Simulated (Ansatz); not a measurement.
# Cs on Ti(0001): change of the work function

Wanted: Δφ(θ) for Cs/Ti(0001), starting from the fcc site.

Program: Ansatz 0.2.0. Level of theory: plane-wave DFT, PBE, Ansatz PAW. Values are calculated unless marked as measured.

### Step 1. Starting point

The cell holds 4 atoms: 4 Ti. Its edges and angles: a = 2.950 Å, b = 2.950 Å, c = 25.027 Å, α = 90.0°, β = 90.0°, γ = 60.0°. Vacuum lies along c.

### Step 2. The clean slab

The bare slab comes first, as the zero from which every change is counted. The two lowest layers are held at bulk places and the upper ones relax. The dipole correction removes the false field that a one-sided slab makes across the periodic vacuum, so each face gets a flat vacuum level of its own.

The input, input.yaml:

```yaml
crystal:
  lattice:
    - [2.95, 0.0, 0.0]
    - [1.475, 2.5547749412, 0.0]
    - [0.0, 0.0, 25.0269]
  atoms:
    - { symbol: Ti, position: [0.6666666667, 0.6666666667, 0.3596130564] }
    - { symbol: Ti, position: [0.0, 0.0, 0.4532043521] }
    - { symbol: Ti, position: [0.6666666667, 0.6666666667, 0.5467956479] }
    - { symbol: Ti, position: [0.0, 0.0, 0.6403869436] }
kpoints:
  mp_grid: { grid: [12, 12, 1] }
hamiltonian:
  xc: pbe
scf:
  occupations: { method: fermi_dirac, width: 0.1 }
  convergence: { dr2_threshold: 1.0e-08 }
efield:
  axis: 3
  dipole_correction: true
  ramp_position: 0.97
  ramp_width: 0.06
relax:
  f_tol: 0.02
  max_steps: 60
  constraints: [{ sites: [0, 1] }]
output:
  write_potential: true
  write_density: true
  volumetric_format: npy
```

Run with:

```bash
> ansatz run input.yaml --threads 4 --pin off --max-ram 16384MiB --backend cpu --events-out ev --progress --plain --runs-dir out
```

Log:

```text
Engine: ansatz 0.2.0, aarch64-unknown-linux-gnu
Pseudopotentials: kind: paw
Pseudopotential: Ti, paw, valence charge 12, recommended cutoff 420 eV (normal), Ti.paw.azcp
Functional definition: PBE
  parameter kappa = 0.804
  parameter beta = 0.066725
  exchange = pbe_x(kappa = kappa, mu = beta*pi^2/3)
  correlation = pbe_c(beta = beta)
Crystal: 4 atoms, lattice volume = 188.617 Å³
Basis set: ecut = 420 eV, 3611 PW (Γ), exchange–correlation on 40×40×360 points (8 copies of the dense FFT grid, shifted against one another)
Bands: 29, of which v1, the nominal top of the filled ones, is band 24 counted from 1 (23 counted from 0)
Symmetry: 6 space group operations
k-points: 19 of 144 (time reversal used)
Non-local potential: Ti, projectors of the file, l = 0: 3, l = 1: 2, l = 2: 3, l = 3: 1
PAW form: soft (Blöchl's): semilocal exchange-correlation on the pseudo side does not see the compensation charge
PAW one-centre angular grid: Ti, 590 points (default); XC on 64 Gauss nodes
Initial density: superposition of atomic densities (neutral atoms: chi_scale 0, normalization atom), corrected by the library's trained network
Initial wavefunctions: pseudopotential atomic-orbital guess
Functional: x = pbe(κ = 0.804, μ = 0.219515), c = pbe(β = 0.066725)
SCF iter   1: F=—  HF=-9996.827743 eV  |F-HF|=—  |Δ(HF+E_count)|=         —  Δρ=6.22e-3  dr2=3.89e-1  ethr=1.77e-3  p=0.000 e·Å  D=5.72e-14 V/Å  ΔV_dip=-0.00 eV  dr2_dipole=9.47e-6  V_vac-E_F(+/−)=4.09/4.09 eV  ⟨swp⟩=7.0  Hψ=5629  notcnv=0
efield: sawtooth ramp at fractional position 0.9700 (set: `efield.ramp_position`, or a place that a band, a saddle search or an elastic batch's reference lends), width 0.0600; the density the first Hamiltonian is built on has a dipole p = 0.000 e·Å; the dipole correction subtracts the counter field D = 5.72e-14 V/Å, which shifts the + side's vacuum level by -0.00 eV against the − side's; the planar-averaged density in the ramp window peaks in size at 3.0e-5 e/Å³
automatic band count: the SCF goes on with 34 bands, as 29 were too few: the levels above may hold too much charge
preconditioner: auto → LDOS  [metal: Δε(μ)=0.033 eV  Ē_g=2.762 eV  σ=0.100 eV  W_gap=0.08  n_scr=16 (ndim 8)  ℏωp=10.8 eV  f_vac=0.550  D(μ)=8.41/eV (n_scr^D=88)  β→1.0]
SCF iter   2: F=—  HF=-9996.820567 eV  |F-HF|=—  |Δ(HF+E_count)|=   7.18e-3  Δρ=2.07e-3  dr2=1.66e-2  ethr=8.11e-4  p=-0.000 e·Å  D=-3.83e-5 V/Å  ΔV_dip=0.00 eV  dr2_dipole=2.48e-6  V_vac-E_F(+/−)=4.36/4.36 eV  ⟨swp⟩=1.9  Hψ=850  notcnv=0
SCF iter   3: F=—  HF=-9996.820326 eV  |F-HF|=—  |Δ(HF+E_count)|=   2.41e-4  Δρ=7.15e-4  dr2=2.59e-3  ethr=3.45e-5  p=-0.000 e·Å  D=-4.47e-5 V/Å  ΔV_dip=0.00 eV  dr2_dipole=9.93e-8  V_vac-E_F(+/−)=4.36/4.36 eV  ⟨swp⟩=2.1  Hψ=828  notcnv=0
SCF iter   4: F=—  HF=-9996.820200 eV  |F-HF|=—  |Δ(HF+E_count)|=   1.26e-4  Δρ=1.83e-4  dr2=7.43e-5  ethr=5.40e-6  p=-0.000 e·Å  D=-7.23e-6 V/Å  ΔV_dip=0.00 eV  dr2_dipole=6.13e-7  V_vac-E_F(+/−)=4.39/4.39 eV  ⟨swp⟩=2.0  Hψ=788  notcnv=0
SCF iter   5: F=—  HF=-9996.820291 eV  |F-HF|=—  |Δ(HF+E_count)|=   9.13e-5  Δρ=1.05e-4  dr2=4.27e-5  ethr=1.55e-7  p=-0.000 e·Å  D=-6.02e-6 V/Å  ΔV_dip=0.00 eV  dr2_dipole=2.24e-9  V_vac-E_F(+/−)=4.40/4.40 eV  ⟨swp⟩=3.4  Hψ=1270  notcnv=0
SCF iter   6: F=—  HF=-9996.820298 eV  |F-HF|=—  |Δ(HF+E_count)|=   7.56e-6  Δρ=3.45e-5  dr2=6.91e-6  ethr=8.90e-8  p=0.000 e·Å  D=5.34e-6 V/Å  ΔV_dip=-0.00 eV  dr2_dipole=8.72e-12  V_vac-E_F(+/−)=4.41/4.41 eV  ⟨swp⟩=2.2  Hψ=859  notcnv=0
SCF iter   7: F=—  HF=-9996.820326 eV  |F-HF|=—  |Δ(HF+E_count)|=   2.71e-5  Δρ=9.74e-6  dr2=2.31e-7  ethr=1.44e-8  p=0.000 e·Å  D=4.34e-6 V/Å  ΔV_dip=-0.00 eV  dr2_dipole=2.28e-10  V_vac-E_F(+/−)=4.41/4.41 eV  ⟨swp⟩=1.5  Hψ=670  notcnv=0
SCF iter   8: F=—  HF=-9996.820326 eV  |F-HF|=—  |Δ(HF+E_count)|=   3.11e-7  Δρ=4.96e-6  dr2=7.06e-8  ethr=4.82e-10  p=0.000 e·Å  D=3.41e-6 V/Å  ΔV_dip=-0.00 eV  dr2_dipole=1.64e-11  V_vac-E_F(+/−)=4.41/4.41 eV  ⟨swp⟩=3.0  Hψ=1250  notcnv=0
SCF iter   9: F=-9996.820326 eV  HF=-9996.820326 eV  |F-HF|=4.71e-9  |Δ(HF+E_count)|=   1.10e-8  Δρ=1.31e-6  dr2=3.15e-9  ethr=2.08e-11  p=0.000 e·Å  D=1.86e-6 V/Å  ΔV_dip=-0.00 eV  dr2_dipole=2.32e-11  V_vac-E_F(+/−)=4.41/4.41 eV  ⟨swp⟩=7.9  Hψ=4137  notcnv=0
SCF 1 converged in 9 iterations: F = -9996.820326 eV  dr2 = 3.15e-9
  greatest PAW one-centre occupation: 0.999 electrons in one spin orbital (limit 2), on the Ti atom at site 2 (counted from 0), in its partial waves of l = 0
relax step   1: F+E_penalty+E_count = -9996.82032589 eV  Δ(F+E_penalty+E_count) = +0.000e0 eV  max|allowed force component| = 6.136e-1 eV/Å  Δτ_max = 0.0000 Å  (9 SCF iters, accepted)
Bands: 34, of which v1, the nominal top of the filled ones, is band 24 counted from 1 (23 counted from 0)
Initial density: handed on by an earlier stage of this run
Initial wavefunctions: those handed on with the density
SCF iter   1: F=—  HF=-9997.020720 eV  |F-HF|=—  |Δ(HF+E_count)|=         —  Δρ=1.54e-2  dr2=3.23e0  ethr=3.10e-3  p=0.000 e·Å  D=6.86e-7 V/Å  ΔV_dip=-0.00 eV  dr2_dipole=2.03e-1  V_vac-E_F(+/−)=4.45/4.45 eV  ⟨swp⟩=4.8  Hψ=1854  notcnv=0
efield: sawtooth ramp at fractional position 0.9700 (set: `efield.ramp_position`, or a place that a band, a saddle search or an elastic batch's reference lends), width 0.0600; the density the first Hamiltonian is built on has a dipole p = 0.000 e·Å; the dipole correction subtracts the counter field D = 6.86e-7 V/Å, which shifts the + side's vacuum level by -0.00 eV against the − side's; the planar-averaged density in the ramp window peaks in size at 8.7e-6 e/Å³
preconditioner: auto → LDOS  [metal: Δε(μ)=0.006 eV  Ē_g=2.864 eV  σ=0.100 eV  W_gap=0.02  n_scr=16 (ndim 8)  ℏωp=10.8 eV  f_vac=0.560  D(μ)=7.32/eV (n_scr^D=62)  β→1.0]
SCF iter   2: F=—  HF=-9996.896706 eV  |F-HF|=—  |Δ(HF+E_count)|=   1.24e-1  Δρ=7.26e-3  dr2=5.18e-1  ethr=3.10e-3  p=0.018 e·Å  D=1.74e-2 V/Å  ΔV_dip=-0.44 eV  dr2_dipole=8.81e-2  V_vac-E_F(+/−)=4.00/4.43 eV  ⟨swp⟩=2.1  Hψ=1128  notcnv=0
SCF iter   3: F=—  HF=-9996.864920 eV  |F-HF|=—  |Δ(HF+E_count)|=   3.18e-2  Δρ=2.42e-3  dr2=6.44e-2  ethr=1.08e-3  p=0.007 e·Å  D=6.93e-3 V/Å  ΔV_dip=-0.17 eV  dr2_dipole=1.04e-2  V_vac-E_F(+/−)=4.26/4.43 eV  ⟨swp⟩=2.1  Hψ=988  notcnv=0
SCF iter   4: F=—  HF=-9996.859779 eV  |F-HF|=—  |Δ(HF+E_count)|=   5.14e-3  Δρ=9.85e-4  dr2=8.07e-3  ethr=1.34e-4  p=0.007 e·Å  D=6.69e-3 V/Å  ΔV_dip=-0.17 eV  dr2_dipole=2.47e-3  V_vac-E_F(+/−)=4.26/4.43 eV  ⟨swp⟩=2.1  Hψ=974  notcnv=0
SCF iter   5: F=—  HF=-9996.859578 eV  |F-HF|=—  |Δ(HF+E_count)|=   2.01e-4  Δρ=1.72e-4  dr2=9.56e-5  ethr=1.68e-5  p=0.006 e·Å  D=5.68e-3 V/Å  ΔV_dip=-0.14 eV  dr2_dipole=1.68e-5  V_vac-E_F(+/−)=4.29/4.43 eV  ⟨swp⟩=1.9  Hψ=759  notcnv=0
SCF iter   6: F=—  HF=-9996.859605 eV  |F-HF|=—  |Δ(HF+E_count)|=   2.67e-5  Δρ=9.00e-5  dr2=6.59e-5  ethr=1.99e-7  p=0.005 e·Å  D=5.13e-3 V/Å  ΔV_dip=-0.13 eV  dr2_dipole=5.10e-6  V_vac-E_F(+/−)=4.30/4.43 eV  ⟨swp⟩=2.3  Hψ=888  notcnv=0
SCF iter   7: F=—  HF=-9996.859609 eV  |F-HF|=—  |Δ(HF+E_count)|=   4.29e-6  Δρ=5.04e-5  dr2=8.15e-6  ethr=1.37e-7  p=0.005 e·Å  D=4.68e-3 V/Å  ΔV_dip=-0.12 eV  dr2_dipole=1.86e-6  V_vac-E_F(+/−)=4.31/4.43 eV  ⟨swp⟩=1.7  Hψ=678  notcnv=0
SCF iter   8: F=—  HF=-9996.859637 eV  |F-HF|=—  |Δ(HF+E_count)|=   2.81e-5  Δρ=1.65e-5  dr2=1.25e-6  ethr=1.70e-8  p=0.005 e·Å  D=4.37e-3 V/Å  ΔV_dip=-0.11 eV  dr2_dipole=3.65e-8  V_vac-E_F(+/−)=4.32/4.43 eV  ⟨swp⟩=2.5  Hψ=1020  notcnv=0
SCF iter   9: F=—  HF=-9996.859637 eV  |F-HF|=—  |Δ(HF+E_count)|=   1.31e-7  Δρ=6.35e-6  dr2=1.44e-7  ethr=2.60e-9  p=0.004 e·Å  D=4.27e-3 V/Å  ΔV_dip=-0.11 eV  dr2_dipole=6.38e-9  V_vac-E_F(+/−)=4.32/4.43 eV  ⟨swp⟩=2.1  Hψ=812  notcnv=0
SCF iter  10: F=—  HF=-9996.859637 eV  |F-HF|=—  |Δ(HF+E_count)|=   2.22e-8  Δρ=1.76e-6  dr2=1.75e-8  ethr=3.00e-10  p=0.004 e·Å  D=4.25e-3 V/Å  ΔV_dip=-0.11 eV  dr2_dipole=1.64e-9  V_vac-E_F(+/−)=4.32/4.43 eV  ⟨swp⟩=2.6  Hψ=940  notcnv=0
SCF iter  11: F=-9996.859637 eV  HF=-9996.859637 eV  |F-HF|=6.80e-10  |Δ(HF+E_count)|=   7.38e-9  Δρ=6.03e-7  dr2=2.38e-9  ethr=2.08e-11  p=0.004 e·Å  D=4.24e-3 V/Å  ΔV_dip=-0.11 eV  dr2_dipole=4.72e-10  V_vac-E_F(+/−)=4.32/4.43 eV  ⟨swp⟩=9.3  Hψ=3723  notcnv=0
SCF 2 converged in 11 iterations: F = -9996.859637 eV  dr2 = 2.38e-9
  greatest PAW one-centre occupation: 0.999 electrons in one spin orbital (limit 2), on the Ti atom at site 1 (counted from 0), in its partial waves of l = 0
relax step   2: F+E_penalty+E_count = -9996.85963748 eV  Δ(F+E_penalty+E_count) = -3.931e-2 eV  max|allowed force component| = 4.318e-1 eV/Å  Δτ_max = 0.1956 Å  (11 SCF iters, accepted)
iter 1 solved again at ethr=1.59e-3 eV; its pass at ethr=3.10e-3 eV (dr2=7.66e-1 eV) is discarded
SCF iter   1: F=—  HF=-9996.908496 eV  |F-HF|=—  |Δ(HF+E_count)|=         —  Δρ=7.69e-3  dr2=8.62e-1  ethr=1.59e-3  p=0.004 e·Å  D=4.24e-3 V/Å  ΔV_dip=-0.11 eV  dr2_dipole=4.10e-2  V_vac-E_F(+/−)=4.31/4.42 eV  ⟨swp⟩=1.0  Hψ=2302  notcnv=0
efield: sawtooth ramp at fractional position 0.9700 (set: `efield.ramp_position`, or a place that a band, a saddle search or an elastic batch's reference lends), width 0.0600; the density the first Hamiltonian is built on has a dipole p = 0.004 e·Å; the dipole correction subtracts the counter field D = 4.24e-3 V/Å, which shifts the + side's vacuum level by -0.11 eV against the − side's; the planar-averaged density in the ramp window peaks in size at 7.3e-6 e/Å³
preconditioner: auto → LDOS  [metal: Δε(μ)=0.012 eV  Ē_g=2.791 eV  σ=0.100 eV  W_gap=0.03  n_scr=16 (ndim 8)  ℏωp=10.8 eV  f_vac=0.555  D(μ)=7.84/eV (n_scr^D=74)  β→1.0]
SCF iter   2: F=—  HF=-9996.881427 eV  |F-HF|=—  |Δ(HF+E_count)|=   2.71e-2  Δρ=3.90e-3  dr2=1.36e-1  ethr=1.59e-3  p=-0.001 e·Å  D=-1.03e-3 V/Å  ΔV_dip=0.03 eV  dr2_dipole=2.98e-5  V_vac-E_F(+/−)=4.46/4.44 eV  ⟨swp⟩=2.1  Hψ=803  notcnv=0
SCF iter   3: F=—  HF=-9996.876840 eV  |F-HF|=—  |Δ(HF+E_count)|=   4.59e-3  Δρ=1.02e-3  dr2=7.96e-3  ethr=2.84e-4  p=0.001 e·Å  D=1.33e-3 V/Å  ΔV_dip=-0.03 eV  dr2_dipole=4.47e-4  V_vac-E_F(+/−)=4.39/4.43 eV  ⟨swp⟩=2.0  Hψ=893  notcnv=0
SCF iter   4: F=—  HF=-9996.876296 eV  |F-HF|=—  |Δ(HF+E_count)|=   5.45e-4  Δρ=2.15e-4  dr2=1.88e-4  ethr=1.66e-5  p=0.001 e·Å  D=1.32e-3 V/Å  ΔV_dip=-0.03 eV  dr2_dipole=4.33e-5  V_vac-E_F(+/−)=4.39/4.43 eV  ⟨swp⟩=2.0  Hψ=779  notcnv=0
SCF iter   5: F=—  HF=-9996.876318 eV  |F-HF|=—  |Δ(HF+E_count)|=   2.22e-5  Δρ=8.59e-5  dr2=4.19e-5  ethr=3.92e-7  p=0.002 e·Å  D=1.54e-3 V/Å  ΔV_dip=-0.04 eV  dr2_dipole=6.00e-6  V_vac-E_F(+/−)=4.39/4.42 eV  ⟨swp⟩=2.3  Hψ=960  notcnv=0
SCF iter   6: F=—  HF=-9996.876352 eV  |F-HF|=—  |Δ(HF+E_count)|=   3.46e-5  Δρ=3.19e-5  dr2=6.27e-6  ethr=8.73e-8  p=0.002 e·Å  D=1.75e-3 V/Å  ΔV_dip=-0.04 eV  dr2_dipole=2.46e-7  V_vac-E_F(+/−)=4.38/4.42 eV  ⟨swp⟩=2.0  Hψ=797  notcnv=0
SCF iter   7: F=—  HF=-9996.876383 eV  |F-HF|=—  |Δ(HF+E_count)|=   3.10e-5  Δρ=1.32e-5  dr2=9.84e-7  ethr=1.31e-8  p=0.002 e·Å  D=1.88e-3 V/Å  ΔV_dip=-0.05 eV  dr2_dipole=1.32e-7  V_vac-E_F(+/−)=4.38/4.42 eV  ⟨swp⟩=2.1  Hψ=797  notcnv=0
SCF iter   8: F=—  HF=-9996.876384 eV  |F-HF|=—  |Δ(HF+E_count)|=   1.86e-7  Δρ=5.15e-6  dr2=2.27e-7  ethr=2.05e-9  p=0.002 e·Å  D=1.96e-3 V/Å  ΔV_dip=-0.05 eV  dr2_dipole=1.80e-8  V_vac-E_F(+/−)=4.37/4.42 eV  ⟨swp⟩=2.1  Hψ=827  notcnv=0
SCF iter   9: F=-9996.876384 eV  HF=-9996.876384 eV  |F-HF|=5.99e-9  |Δ(HF+E_count)|=   1.35e-8  Δρ=1.63e-6  dr2=7.70e-9  ethr=2.08e-11  p=0.002 e·Å  D=1.99e-3 V/Å  ΔV_dip=-0.05 eV  dr2_dipole=3.72e-10  V_vac-E_F(+/−)=4.37/4.42 eV  ⟨swp⟩=8.6  Hψ=4536  notcnv=0
SCF 3 converged in 9 iterations: F = -9996.876384 eV  dr2 = 7.70e-9
relax step   3: F+E_penalty+E_count = -9996.87638356 eV  Δ(F+E_penalty+E_count) = -1.675e-2 eV  max|allowed force component| = 1.190e-2 eV/Å  Δτ_max = 0.0899 Å  (9 SCF iters, accepted)
NSCF: frozen V_eff on 19 k-points
the band table was solved once a step of the walk had ended and its energy, with any forces and stress, was formed, with the checks that follow a solve (2893 applications of the Hamiltonian). They found nothing against the state; the energy, forces and stress were not computed again (output.eigenvalues in the input reference)
WARN: The input density's exchange-correlation potential varies sharply where the density is thin. Do not read a vacuum level from v_tot or v_xc, or from such a field of the output density. On a cell that repeats whose density bears no net charge and no dipole along the vacuum's axis use v_es (v_loc + v_h of the components); under efield.dipole_correction with no amplitude use v_es + v_field, which holds any external [...]
SCF converged after 9 iterations
Free energy (F): -9996.876384 eV
Harris-Foulkes:  -9996.876384 eV  (|F-HF|=5.99e-9)
Internal energy: -9996.623465 eV  (E = F + TS)
E sigma→0 (E₀):  -9996.749924 eV
Entropy (-TS):   -0.252919 eV (-63.230 meV/atom)
Fermi energy:    2.290332 eV
Dipole field:    D = 0.002018 V/Å  (p = 0.002103 e·Å, saw-weighted, corrected)
Work function:   Φ+ = 4.3729 eV   Φ− = 4.4234 eV
Levels:          The Fermi level and band energies are counted from a zero that moves with the ramp; work functions are not
--- Per-component energies (eV) ---
  E_band       = -1160.708078
  E_kinetic    = 1085.706682
  E_local      = -50168.130411  (includes V_loc(G=0)·N_el)
  E_nonlocal   = 34.277158
  E_hartree    = 24527.750938
  E_xc         = -386.964371
  E_vxc        = -483.802243  (∫ρ·V_xc dr)
  E_paw        = -4190.770098  (= ΣΔE_a)
  E_vpaw       = -684.249601  (= ΣTr[D̂ρ^β])
  E_aug_tail   = 0.000492  (compensation charges beyond the density's cutoff)
  E_efield     = 0.000002  (sawtooth field / dipole correction)
  E_vefield    = 0.000915  (∫n·V_field dr)
  E_ewald      = 19101.506143
  E_smearing   = -0.252919  (= −TS)
  E_closure    = -0.000000  (closes the sum)
  Σ components = -9996.876384   (vs F -9996.876384, Δ=0.00e0)
--- Forces (eV/Å), atoms counted from 1 ---
  atom   1  Ti     0.00000000     0.00000000     0.60717111
  atom   2  Ti    -0.00000000    -0.00000000    -0.58698447
  atom   3  Ti     0.00000000     0.00000000    -0.00824529
  atom   4  Ti     0.00000000    -0.00000000    -0.01190263
  max |Σ_I F_I| component: 3.87e-5 eV/Å
--- Band table (eV; the first three rows and the last of 19) ---
  k-point 0: bands = [... 20 lower, 2.0512, 2.2819, 2.7160, 2.7943, 2.9364, 2.9364, 3.0094, 3.0094, ... 6 higher]
  k-point 1: bands = [... 20 lower, 1.9894, 2.2496, 2.5399, 2.6448, 2.8456, 2.9373, 3.0405, 3.0898, ... 6 higher]
  k-point 2: bands = [... 20 lower, 1.7486, 2.0197, 2.1514, 2.4575, 2.5617, 2.7274, 3.0024, 3.2370, ... 6 higher]
  k-point 18: bands = [... 20 lower, 1.1279, 1.5089, 1.5929, 2.2386, 2.2466, 2.3803, 2.4174, 2.5706, ... 6 higher]
--- Relaxed structure (3 steps of the walk, 3 accepted, 0 SCFs on fresh bases) ---
  F+E_penalty+E_count = -9996.87638356 eV   max|allowed force component| = 1.190e-2 eV/Å
  atoms:
    - { symbol: Ti, position: [0.666667, 0.666667, 0.3596130564] }
    - { symbol: Ti, position: [0.0, 0.0, 0.4532043521] }
    - { symbol: Ti, position: [0.666667, 0.666667, 0.549513] }
    - { symbol: Ti, position: [0, 0, 0.636167] }
```

Wall time 8.1 s (4 threads of Arm Neoverse V2, shared host); peak memory 0.5 GiB; 30 s of CPU time.

The column dr2 measures how far the density is from self-consistency, as an energy; F and HF (Harris–Foulkes) agree once it is small.

Step by step:

| step | energy less that of the first step (eV) | largest force component (eV/Å) |
| --- | --- | --- |
| 1 | 0.0000 | 0.6136 |
| 2 | -0.0393 | 0.4318 |
| 3 | -0.0561 | 0.0119 |

Forces are held to the 6 operations that the program found; a distortion that breaks them can't arise in this run.

The atoms that moved most (Å):

| atom | dx | dy | dz | length |
| --- | --- | --- | --- | --- |
| Ti4 | 0.000 | 0.000 | -0.106 | 0.106 |
| Ti3 | 0.000 | 0.000 | 0.068 | 0.068 |

Final coordinates:

```xyz
4
Lattice="2.9500 0.0000 0.0000 1.4750 2.5548 0.0000 0.0000 0.0000 25.0269" Properties=species:S:1:pos:R:3
Ti    2.9500    1.7032    9.0000
Ti    0.0000    0.0000   11.3423
Ti    2.9500    1.7032   13.7526
Ti    0.0000    0.0000   15.9213
```

Numbers from this step:

| Quantity | Value |
| --- | --- |
| energy at zero smearing | -9996.7499 eV |
| work function, upper face | 4.373 eV |
| work function, lower face | 4.423 eV |
| dipole along the normal | 0.002103 e·Å |
| step between the vacuum levels | -0.05050 eV |

Running mean over 2.342 Å of the planar mean; the ramp of the sawtooth is left out. The electron's electrostatic potential energy less the Fermi level by z:

| z (Å) | electron's electrostatic potential energy less the Fermi level (eV) |
| --- | --- |
| 3.5 | 4.42 |
| 4.0 | 4.42 |
| 4.5 | 4.42 |
| 5.0 | 4.40 |
| 5.5 | 4.36 |
| 6.0 | 4.24 |
| 6.5 | 3.89 |
| 7.0 | 2.89 |
| 7.5 | 0.393 |
| 8.0 | -3.13 |
| 8.5 | -5.88 |
| 9.0 | -6.74 |
| 9.5 | -6.71 |
| 10.0 | -6.59 |
| 10.5 | -6.56 |
| 11.0 | -6.58 |
| 11.5 | -6.56 |
| 12.0 | -6.38 |
| 12.5 | -6.24 |
| 13.0 | -6.32 |
| 13.5 | -6.57 |
| 14.0 | -6.94 |
| 14.5 | -7.53 |
| 15.0 | -7.68 |
| 15.5 | -7.32 |
| 16.0 | -6.81 |
| 16.5 | -5.57 |
| 17.0 | -2.61 |
| 17.5 | 0.849 |
| 18.0 | 3.07 |
| 18.5 | 3.92 |
| 19.0 | 4.22 |
| 19.5 | 4.32 |
| 20.0 | 4.36 |
| 20.5 | 4.37 |
| 21.0 | 4.37 |
| 21.5 | 4.37 |

The relaxation took 3 steps and lowered the energy by 0.056 eV; the largest force on the free atoms ends at 0.012 eV/Å.

The work function of the upper face is 4.37 eV.

(Part 1 of 3 ends here.)

[Long decimals in the printed logs are rounded to 6 places.]

[Logs are printed without paths, hosts, clocks, repeated set-up lines and the standing remarks that a program may print on its own settings, such as how far it seeks lower states.]

[Hosts, paths, dates, database ids (printed as entryN), source tags and the programs' standing remarks are cut or masked in the printed files.]

[Maps of the electrostatic potential energy from Ansatz leave out the sawtooth potential of an applied field or a dipole correction, so their vacuum need not be flat; planar profiles and work functions include it.]
